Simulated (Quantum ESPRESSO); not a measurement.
# Collinear magnetic orders of MnPSe3 with Quantum ESPRESSO, part 2 of 2

Wanted: the moments of MnPSe3 and the energy of each order that was tried.

Quantum ESPRESSO 7.5; PBEsol; plane waves with GBRV 1.5 PBEsol potentials, no spin-orbit coupling.

So far, absolute magnetization (μB): step 2 (start 1: ferro ++) 9.95.

## Step 3: Run 2 (antiferro +−)

pw.in

```
&CONTROL
  calculation = 'scf'
  prefix = 'pwscf'
  outdir = './tmp'
  pseudo_dir = './pseudo'
  disk_io = 'nowf'
/
&SYSTEM
  ibrav = 0
  nat = 10
  ntyp = 4
  ecutwfc = 40
  ecutrho = 280
  nbnd = 51
  occupations = 'smearing'
  smearing = 'fd'
  degauss = 0.00367493
  nspin = 2
  starting_magnetization(1) = 0.3
  starting_magnetization(2) = -0.3
  starting_magnetization(3) = 0
  starting_magnetization(4) = 0
/
&ELECTRONS
  conv_thr = 2d-08
  electron_maxstep = 150
  mixing_beta = 0.3
/
ATOMIC_SPECIES
Mn1    54.9380 mn_pbesol_v1.5.uspp.F.UPF
Mn2    54.9380 mn_pbesol_v1.5.uspp.F.UPF
P      30.9738 p_pbesol_v1.5.uspp.F.UPF
Se     78.9710 se_pbesol_v1.uspp.F.UPF
CELL_PARAMETERS angstrom
   3.1997804373    1.8473940968    6.9054975756
  -3.1997804373    1.8473940968    6.9054975756
   0.0000000000   -3.6947881936    6.9054975756
ATOMIC_POSITIONS crystal
Mn1     0.8323828600    0.8323828600    0.8323828600
Mn2     0.1676171400    0.1676171400    0.1676171400
P       0.5535793900    0.5535793900    0.5535793900
P       0.4464206100    0.4464206100    0.4464206100
Se      0.4151439300    0.7494138000    0.0889330100
Se      0.0889330100    0.4151439300    0.7494138000
Se      0.7494138000    0.0889330100    0.4151439300
Se      0.5848560700    0.2505862000    0.9110669900
Se      0.9110669900    0.5848560700    0.2505862000
Se      0.2505862000    0.9110669900    0.5848560700
K_POINTS automatic
4 4 4 0 0 0
```

Command:

```sh
OMP_NUM_THREADS=1 mpirun -n 4 pw.x -nk 4 -in pw.in > pw.out
```

The program printed:

```text
[banner, memory and clock lines left out]
Program PWSCF v.7.5 starts

     Message from routine setup:
     using ibrav=0 with symmetry is DISCOURAGED, use correct ibrav instead

     bravais-lattice index     =            0
     lattice parameter (alat)  =      14.8000  a.u.
     unit-cell volume          =    1652.8086 (a.u.)^3
     number of atoms/cell      =           10
     number of atomic types    =            4
     number of electrons       =        76.00
     number of Kohn-Sham states=           51
     kinetic-energy cutoff     =      40.0000  Ry
     charge density cutoff     =     280.0000  Ry
     scf convergence threshold =      2.0E-08
     mixing beta               =       0.3000
     number of iterations used =            8  plain     mixing
     Exchange-correlation= SLA  PW   PSX  PSC
                           (   1   4  10   8   0   0   0)

     celldm(1)=  14.799989  celldm(2)=   0.000000  celldm(3)=   0.000000
     celldm(4)=   0.000000  celldm(5)=   0.000000  celldm(6)=   0.000000

     crystal axes: (cart. coord. in units of alat)
               a(1) = (   0.408562   0.235883   0.881724 )
               a(2) = (  -0.408562   0.235883   0.881724 )
               a(3) = (   0.000000  -0.471766   0.881724 )

     reciprocal axes: (cart. coord. in units 2 pi/alat)
               b(1) = (  1.223805  0.706564  0.378047 )
               b(2) = ( -1.223805  0.706564  0.378047 )
               b(3) = (  0.000000 -1.413129  0.378047 )

     PseudoPot. # 1 for Mn read from file:
     mn_pbesol_v1.5.uspp.F.UPF
     Pseudo is Ultrasoft + core correction, Zval = 15.0

     PseudoPot. # 2 for Mn read from file:
     mn_pbesol_v1.5.uspp.F.UPF
     Pseudo is Ultrasoft + core correction, Zval = 15.0

     PseudoPot. # 3 for P  read from file:
     p_pbesol_v1.5.uspp.F.UPF
     Pseudo is Ultrasoft + core correction, Zval =  5.0

     PseudoPot. # 4 for Se read from file:
     se_pbesol_v1.uspp.F.UPF
     Pseudo is Ultrasoft + core correction, Zval =  6.0

     atomic species   valence    mass     pseudopotential
     Mn1              15.00    54.93800     Mn( 1.00)
     Mn2              15.00    54.93800     Mn( 1.00)
     P                 5.00    30.97380     P ( 1.00)
     Se                6.00    78.97100     Se( 1.00)

     Starting magnetic structure
     atomic species   magnetization
     Mn1             0.300
     Mn2            -0.300
     P               0.000
     Se              0.000

      3 Sym. Ops. (no inversion) found

   Cartesian axes

     site n.     atom                  positions (alat units)
         1        Mn1    tau(   1) = (  -0.0000000   0.0000000   2.2017948  )
         2        Mn2    tau(   2) = (  -0.0000000  -0.0000000   0.4433759  )
         3        P      tau(   3) = (   0.0000000  -0.0000000   1.4643120  )
         4        P      tau(   4) = (  -0.0000000   0.0000000   1.1808587  )
         5        Se     tau(   5) = (  -0.1365699   0.2327440   1.1052323  )
         6        Se     tau(   6) = (  -0.1332773  -0.2346450   1.1052323  )
         7        Se     tau(   7) = (   0.2698472   0.0019010   1.1052323  )
         8        Se     tau(   8) = (   0.1365699  -0.2327440   1.5399384  )
         9        Se     tau(   9) = (   0.1332773   0.2346450   1.5399384  )
        10        Se     tau(  10) = (  -0.2698472  -0.0019010   1.5399384  )

     number of k points=    14  Fermi-Dirac smearing, width (Ry)=  0.0037
                       cart. coord. in units 2pi/alat
        k(    1) = (   0.0000000   0.0000000   0.0000000), wk =   0.0156250
        k(    2) = (   0.0000000  -0.3532822   0.0945119), wk =   0.0937500
        k(    3) = (  -0.0000000   0.7065644  -0.1890237), wk =   0.0468750
        k(    4) = (  -0.3059513  -0.1766411   0.1890237), wk =   0.0937500
        k(    5) = (  -0.3059513   0.8832054  -0.0945119), wk =   0.0937500
        [... 9 further k-points ...]

     Dense  grid:   130893 G-vectors     FFT dimensions: (  80,  80,  80)

     Smooth grid:    56513 G-vectors     FFT dimensions: (  60,  60,  60)

     Check: negative core charge=   -0.000012
     Generating pointlists ...
     new r_m :   0.1440 (alat units)  2.1318 (a.u.) for type    1
     new r_m :   0.1440 (alat units)  2.1318 (a.u.) for type    2
     new r_m :   0.1156 (alat units)  1.7109 (a.u.) for type    3
     new r_m :   0.1156 (alat units)  1.7109 (a.u.) for type    4

     Initial potential from superposition of free atoms

     starting charge      74.9991, renormalised to      76.0000
     Starting wfcs are   58 randomized atomic wfcs

     Self-consistent Calculation

     iteration #  1     ecut=    40.00 Ry     beta= 0.30
     Davidson diagonalization with overlap
     ethr =  1.00E-02,  avg # of iterations =  3.0

     Threshold (ethr) on eigenvalues was too large:
     Diagonalizing with lowered threshold

     Davidson diagonalization with overlap
     ethr =  4.50E-04,  avg # of iterations =  2.3

     total energy              =    -713.04120429 Ry
     estimated scf accuracy    <       0.36295593 Ry

     total magnetization       =     0.00 Bohr mag/cell
     absolute magnetization    =     9.08 Bohr mag/cell

     iteration #  2     ecut=    40.00 Ry     beta= 0.30
     Davidson diagonalization with overlap
     ethr =  4.78E-04,  avg # of iterations =  3.7

     total energy              =    -713.08308345 Ry
     estimated scf accuracy    <       0.07374252 Ry

     total magnetization       =    -0.00 Bohr mag/cell
     absolute magnetization    =     9.03 Bohr mag/cell

     [... further iterations left out ...]

     iteration # 12     ecut=    40.00 Ry     beta= 0.30
     Davidson diagonalization with overlap
     ethr =  1.06E-10,  avg # of iterations =  5.5

     total energy              =    -713.09613558 Ry
     estimated scf accuracy    <       0.00000004 Ry

     total magnetization       =     0.00 Bohr mag/cell
     absolute magnetization    =     9.18 Bohr mag/cell

     iteration # 13     ecut=    40.00 Ry     beta= 0.30
     Davidson diagonalization with overlap
     ethr =  5.60E-11,  avg # of iterations =  2.2

     Magnetic moment per site  (integrated on atomic sphere of radius R)
     atom   1 (R=0.144)  charge= 13.3828  magn=  4.2338
     atom   2 (R=0.144)  charge= 13.3828  magn= -4.2338
     atom   3 (R=0.116)  charge=  2.4259  magn= -0.0003
     atom   4 (R=0.116)  charge=  2.4259  magn=  0.0003
     atom   5 (R=0.116)  charge=  2.8448  magn= -0.0002
     atom   6 (R=0.116)  charge=  2.8448  magn= -0.0002
     atom   7 (R=0.116)  charge=  2.8448  magn= -0.0002
     atom   8 (R=0.116)  charge=  2.8448  magn=  0.0002
     atom   9 (R=0.116)  charge=  2.8448  magn=  0.0002
     atom  10 (R=0.116)  charge=  2.8448  magn=  0.0002

     End of self-consistent calculation

     [... lines left out ...]
     the Fermi energy is     6.1897 ev

!    total energy              =    -713.09613561 Ry
     estimated scf accuracy    <          9.9E-10 Ry
     smearing contrib. (-TS)   =      -0.00000062 Ry
     internal energy E=F+TS    =    -713.09613498 Ry

     The total energy is F=E-TS. E is the sum of the following terms:
     one-electron contribution =    -419.99391782 Ry
     hartree contribution      =     235.55964298 Ry
     xc contribution           =    -241.02642387 Ry
     ewald contribution        =    -287.63543628 Ry

     total magnetization       =    -0.00 Bohr mag/cell
     absolute magnetization    =     9.18 Bohr mag/cell

     convergence has been achieved in  13 iterations
```

Run time: 91 s. Hardware: 4 MPI ranks of Intel Xeon Platinum 8375C at 2.90GHz (Ice Lake), shared host; peak memory 1.3 GiB; 6.1 min of CPU time.

Spin moment in the atom's sphere by atom:

| atom | spin moment in the atom's sphere (μB) |
| --- | --- |
| Mn1 | 4.23 |
| Mn2 | -4.23 |
| P3 | 0.00 |
| P4 | 0.00 |
| Se5 | 0.00 |
| Se6 | 0.00 |
| Se7 | 0.00 |
| Se8 | 0.00 |
| Se9 | 0.00 |
| Se10 | 0.00 |

Read from the output:

```yaml
smearing_term_ts: 8.47e-6 eV
magnetization: 0 μB
absolute_magnetization: 9.178 μB
final_state: antiferromagnetic
```

Spin density in the ac plane of the conventional cell at fractional y = 0.000, with atoms of Mn and P and Se within 0.2 Å of it.

Ten even steps from '0' (-4.0 e/Å³) to '9' (3.7 e/Å³), each cell a mean:
```
555555555555555555
555555555555555555
555555555555555555
975555555555555568
865555555555555557
555555555555555555
555555555555555555
555555555555555555
555555555555555555
555555555555555555
555555555555555555
555555555555555555
555555555555555555
555555555555555555
555555555555555555
555555555555555555
555555555555555555
555555555555555555
555555555555555555
034555555555555541
234555555555555542
555555555555555555
555555555555555555
555555555555555555
```
Columns run along a (6.4 Å), rows up along c (20.7 Å), edges of the conventional cell, whose origin can differ from the input's. Atoms in or near the plane, at fractional coordinates: Mn at (0.00, 0.83), Mn at (0.00, 0.17), P at (0.00, 0.55), P at (0.00, 0.45), Se at (0.33, 0.08), Se at (0.34, 0.75), Se at (0.33, 0.42), Se at (0.67, 0.92), Se at (0.66, 0.25), Se at (0.67, 0.58).

Valence density in the ac plane of the conventional cell at fractional y = 0.000, with atoms of Mn and P and Se within 0.2 Å of it. It is the smooth field of the valence electrons, not physical close to the nuclei.

Ten steps, logarithmic in the rise over the least value, from '0' (0 e/Å³) to '9' (11 e/Å³), each cell a mean:
```
000000000122221000
000000001344544210
211100001344444222
984110001112222369
974223322100001259
112344534210000111
001244443210000000
000011211000000000
000000000112221100
222100001244544333
433210001344444443
432100001122222234
433222322100001234
434444543210001333
222344443100000122
000011211000000000
000000000122221000
000000001344543210
221100001344443222
984110001122222369
973223322100001258
112344544210000111
001344443210000000
000011211000000000
```
Columns run along a (6.4 Å), rows up along c (20.7 Å), edges of the conventional cell, whose origin can differ from the input's. Atoms in or near the plane, at fractional coordinates: Mn at (0.00, 0.83), Mn at (0.00, 0.17), P at (0.00, 0.55), P at (0.00, 0.45), Se at (0.33, 0.08), Se at (0.34, 0.75), Se at (0.33, 0.42), Se at (0.67, 0.92), Se at (0.66, 0.25), Se at (0.67, 0.58).

## Step 4: Energies of the orders

An order is kept where moments of 0.15 μB or more survive with the typed signs; meshes match where a doubled cell samples the same k points as the first cell.

Orders:

| start | final state | typed order kept | energy over the lowest (meV a seeded atom) | largest site moment (μB) | net moment (μB a cell of the first run) | mesh matched | CPU time (s) |
| --- | --- | --- | --- | --- | --- | --- | --- |
| ferro ++ | ferromagnetic | yes | 80.69 | 4.302 | 9.946 | yes | 358.1 |
| antiferro +- | antiferromagnetic | yes | 0 | 4.234 | 0 | yes | 363.9 |

## Step 5: Outcome

```
lowest state found      : antiferromagnetic (from antiferro +-)
largest site moment     : 4.23 μB
next state with moments : ferromagnetic, 80.7 meV a seeded atom higher
```

What this shows: Only these 2 starts were compared; other wavevectors, canted and longer-period orders were not. A computed site moment is spin alone and hangs on the region that is counted: the program's spheres do not touch and miss the tail of the moment. Measured moments hold any orbital part as well, and belong to the order of the sample, which need not be the order of this run.

Calculation against experiment:

| quantity | measured | in the sphere |
| --- | --- | --- |
| moment (Mn) (μB) | 4.666 | 4.23 (-9.3 %) |

Measured values from arxiv:2404.02328 (2024).

How well it matches: The moment is off by -9.3 %. No cell relaxation is part of this session.

[Logs and program files are shortened in this print: banners, set-up blocks, solver, clock and traceback lines can be left out without a mark of their own.]

[Logs are printed without paths, hosts, clocks, repeated set-up lines and the standing remarks that a program may print on its own settings, such as how far it seeks lower states.]

[Hosts, paths, dates, database ids (printed as entryN), source tags and the programs' standing remarks are cut or masked in the printed files.]

[Where a cell is said to come from a database of computed structures, the database is the Materials Project.]
